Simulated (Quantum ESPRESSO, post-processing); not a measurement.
# Cl on fcc sites of Ru(0001): a series in the coverage, part 2 of 2

Aim: how the results for Cl on fcc sites of Ru(0001) change with the coverage.

Quantum ESPRESSO 7.5; plane-wave DFT, PBE, GBRV ultrasoft pseudopotentials.

So far. Step 8 (Self-consistent run, 0.1111 ML): Inside the slab this potential holds the local part of the pseudopotentials, which can be repulsive at the nuclei; only its value in the vacuum has a meaning of its own. Step 9 (Relaxing the ions, 0.75 ML): The relaxation lowers the energy by 9 meV an atom. On the free atoms the largest force ends at 0.036 eV/Å.

## 10. Ground state, 0.75 ML

m7.esm.in reads:

```
&control
  prefix = 'm7.esm'
  outdir = './out'
  pseudo_dir = './pseudo'
  calculation = 'scf'
  tprnfor = .true.
/
&system
  ibrav = 0
  nat = 15
  ntyp = 2
  ecutwfc = 40
  ecutrho = 200
  occupations = 'smearing'
  smearing = 'mv'
  degauss = 0.02
  assume_isolated = 'esm'
  esm_bc = 'bc1'
/
&electrons
  conv_thr = 1e-07
  mixing_beta = 0.25
  electron_maxstep = 160
  mixing_mode = 'local-TF'
  mixing_ndim = 12
/
ATOMIC_SPECIES
  Ru  101.0700  ru_pbe_v1.2.uspp.F.UPF
  Cl  35.4500  cl_pbe_v1.4.uspp.F.UPF
CELL_PARAMETERS angstrom
  5.44048818600000 0.00000000000000 0.00000000000000
  2.72024409300000 4.71160097806512 0.00000000000000
  0.00000000000000 0.00000000000000 20.26512925028532
ATOMIC_POSITIONS crystal
  Ru  0.833333333300 0.333333333300 -0.152444743050
  Ru  0.333333333300 0.833333333300 -0.152444743050
  Ru  0.333333333300 0.333333333300 -0.152444743050
  Ru  0.833333333300 0.833333333300 -0.152444743050
  Ru  0.166666666700 0.666666666700 -0.046612873750
  Ru  0.666666666700 0.166666666700 -0.046612873750
  Ru  0.666666666700 0.666666666700 -0.046612873750
  Ru  0.166666666700 0.166666666700 -0.046612873750
  Ru  0.832521610600 0.334956778700 0.055108970250
  Ru  0.334956778700 0.832521610600 0.055108970250
  Ru  0.333333333300 0.333333333300 0.055714291350
  Ru  0.832521610600 0.832521610600 0.055108970250
  Cl  0.001454963500 0.499272518200 0.152444743050
  Cl  0.499272518200 0.001454963500 0.152444743050
  Cl  0.499272518200 0.499272518200 0.152444743050
K_POINTS automatic
  5 5 1 0 0 0
```

Command:

```sh
OMP_NUM_THREADS=1 mpirun -n 8 pw.x -nk 2 -in m7.esm.in > m7.esm.out
```

It took 5.6 min on 8 MPI ranks of Arm Neoverse V1, shared host; peak memory 1.4 GiB.

Read from the output:

- free energy: -33068.9753 eV
- Fermi energy: -5.115 eV
- vacuum line at the lower end of the cell, over the Fermi level: 5.199 eV
- vacuum line at the upper end of the cell, over the Fermi level: 5.031 eV

Inside the slab this potential holds the local part of the pseudopotentials, which can be repulsive at the nuclei; only its value in the vacuum has a meaning of its own.

## 11. Relaxation with pw.x, 1 ML

System of this step: Ru(0001), 3 layers, 1 sites a cell, 1 Cl on fcc sites. The cell holds 4 atoms: 3 Ru and 1 Cl. Its edges and angles: a = 2.720 Å, b = 2.720 Å, c = 20.265 Å, α = 90.0°, β = 90.0°, γ = 60.0°. It derives from Ru. Vacuum lies along c.

m8.relax.in reads:

```
&control
  prefix = 'm8.relax'
  outdir = './out'
  pseudo_dir = './pseudo'
  nstep = 70
  forc_conv_thr = 0.0015
  calculation = 'relax'
/
&system
  ibrav = 0
  nat = 4
  ntyp = 2
  ecutwfc = 40
  ecutrho = 200
  occupations = 'smearing'
  smearing = 'mv'
  degauss = 0.02
/
&electrons
  conv_thr = 1e-07
  mixing_beta = 0.3
  electron_maxstep = 120
  mixing_mode = 'local-TF'
/
&ions
/
ATOMIC_SPECIES
  Ru  101.0700  ru_pbe_v1.2.uspp.F.UPF
  Cl  35.4500  cl_pbe_v1.4.uspp.F.UPF
CELL_PARAMETERS angstrom
  2.72024409300000 0.00000000000000 0.00000000000000
  1.36012204650000 2.35580048903256 0.00000000000000
  0.00000000000000 0.00000000000000 20.26512925028532
ATOMIC_POSITIONS crystal
  Ru  0.666666666700 0.666666666700 0.346438030791 0 0 0
  Ru  0.333333333400 0.333333333400 0.452269900083 0 0 0
  Ru  0.666666666700 0.666666666700 0.558101769375
  Cl  0.000000000000 0.000000000000 0.653561969209
K_POINTS automatic
  9 9 1 0 0 0
```

Command:

```sh
OMP_NUM_THREADS=1 mpirun -n 8 pw.x -nk 4 -in m8.relax.in > m8.relax.out
```

Run time: 41 s. Hardware: 8 MPI ranks; peak memory 0.55 GiB.

Relaxation path:

| step | energy less that of the first step (eV) | largest force (eV/Å) |
| --- | --- | --- |
| 1 | 0.0000 | 0.9939 |
| 2 | -0.0193 | 0.7138 |
| 3 | -0.0330 | 0.4274 |
| 4 | -0.0408 | 0.0243 |
| 5 | -0.0408 | 0.0089 |

The atoms that moved most (Å):

| atom | dx | dy | dz | length |
| --- | --- | --- | --- | --- |
| Ru3 | 0.000 | 0.000 | -0.078 | 0.078 |
| Cl4 | 0.000 | 0.000 | 0.022 | 0.022 |

Final coordinates:

```xyz
4
Lattice="2.7202 0.0000 0.0000 1.3601 2.3558 0.0000 0.0000 0.0000 20.2651" Properties=species:S:1:pos:R:3
Ru    2.7202    1.5705    7.0206
Ru    1.3601    0.7853    9.1653
Ru    2.7202    1.5705   11.2325
Cl    0.0000    0.0000   13.2660
```

The relaxation lowers the energy by 10 meV an atom. On the free atoms the largest force ends at 0.009 eV/Å.

This step gave:

- free energy: -8380.1119 eV
- Fermi energy: 5.628 eV

## 12. Self-consistent run, 1 ML

m8.esm.in reads:

```
&control
  prefix = 'm8.esm'
  outdir = './out'
  pseudo_dir = './pseudo'
  calculation = 'scf'
  tprnfor = .true.
/
&system
  ibrav = 0
  nat = 4
  ntyp = 2
  ecutwfc = 40
  ecutrho = 200
  occupations = 'smearing'
  smearing = 'mv'
  degauss = 0.02
  assume_isolated = 'esm'
  esm_bc = 'bc1'
/
&electrons
  conv_thr = 1e-07
  mixing_beta = 0.25
  electron_maxstep = 160
  mixing_mode = 'local-TF'
  mixing_ndim = 12
/
ATOMIC_SPECIES
  Ru  101.0700  ru_pbe_v1.2.uspp.F.UPF
  Cl  35.4500  cl_pbe_v1.4.uspp.F.UPF
CELL_PARAMETERS angstrom
  2.72024409300000 0.00000000000000 0.00000000000000
  1.36012204650000 2.35580048903256 0.00000000000000
  0.00000000000000 0.00000000000000 20.26512925028532
ATOMIC_POSITIONS crystal
  Ru  0.666666666700 0.666666666700 -0.154092892200
  Ru  0.333333333400 0.333333333400 -0.048261022900
  Ru  0.666666666700 0.666666666700 0.053744504200
  Cl  0.000000000000 0.000000000000 0.154092892200
K_POINTS automatic
  9 9 1 0 0 0
```

Command:

```sh
OMP_NUM_THREADS=1 mpirun -n 8 pw.x -nk 4 -in m8.esm.in > m8.esm.out
```

Run time: 33 s. Hardware: 8 MPI ranks; peak memory 0.56 GiB.

Read from the output:

- Fermi energy: -5.156 eV
- vacuum line at the lower end of the cell, over the Fermi level: 5.249 eV
- vacuum line at the upper end of the cell, over the Fermi level: 5.064 eV

Inside the slab this potential holds the local part of the pseudopotentials, which can be repulsive at the nuclei; only its value in the vacuum has a meaning of its own.

## 13. The series side by side

The series in one table:

| the coverage | adsorption energy an atom, from the free molecule (eV) | work function of the upper face (eV) | work function of the lower face (eV) |
| --- | --- | --- | --- |
| 0 ML | - | 4.945 | 4.945 |
| 0.1111 ML | - | 4.846 | 5.016 |
| 0.1667 ML | - | 4.833 | 5.074 |
| 0.25 ML | - | 4.783 | 5.141 |
| 0.3333 ML | - | 4.882 | 5.184 |
| 0.5 ML | -1.419 | 5.121 | 5.233 |
| 0.6667 ML | -0.9576 | 5.109 | 5.181 |
| 0.75 ML | -0.6739 | 5.031 | 5.199 |
| 1 ML | -0.1492 | 5.064 | 5.249 |

## 14. Worked from the printed numbers

At 1 ML: E_ads = [-8380.1119 − 1 × (-7927.0654)]/1 − (-905.7945)/2 = -0.149 eV. Cells and meshes differ along the series, and any error of the slab's energy is multiplied by the number of slab cells an adsorbate, so no value is given under half a monolayer.

## 15. Results

| Quantity | Value |
| --- | --- |
| adsorption energy an atom, from the free molecule, at 0.5 ML and at 1 ML | -1.42, -0.15 eV |
| work function of the upper face, at 0 ML and at 1 ML | 4.94, 5.06 eV |

**Reading.** The series holds 9 members (PBE, GBRV ultrasoft). From 0.5 ML to 1 ML the adsorption energy an atom, from the free molecule rises from -1.42 to -0.15 eV. From 0 ML to 1 ML the work function of the upper face goes from 4.94 to 5.06 eV by way of 4.78 at 0.25 ML. The untouched lower face should keep its work function but moves by 0.30 eV, since the slab is thin and cells, meshes or relaxed layers differ between members; changes of the upper face are uncertain by about as much. Thin slabs, one site and one ordered pattern a coverage; no reconstruction or subsurface sites; meshes differ a little between cells.

[Logs are printed without paths, hosts, clocks, repeated set-up lines and the standing remarks that a program may print on its own settings, such as how far it seeks lower states.]

[Hosts, paths, dates, database ids (printed as entryN), source tags and the programs' standing remarks are cut or masked in the printed files.]

[Maps of the electrostatic potential energy from Ansatz leave out the sawtooth potential of an applied field or a dipole correction, so their vacuum need not be flat; planar profiles and work functions include it.]
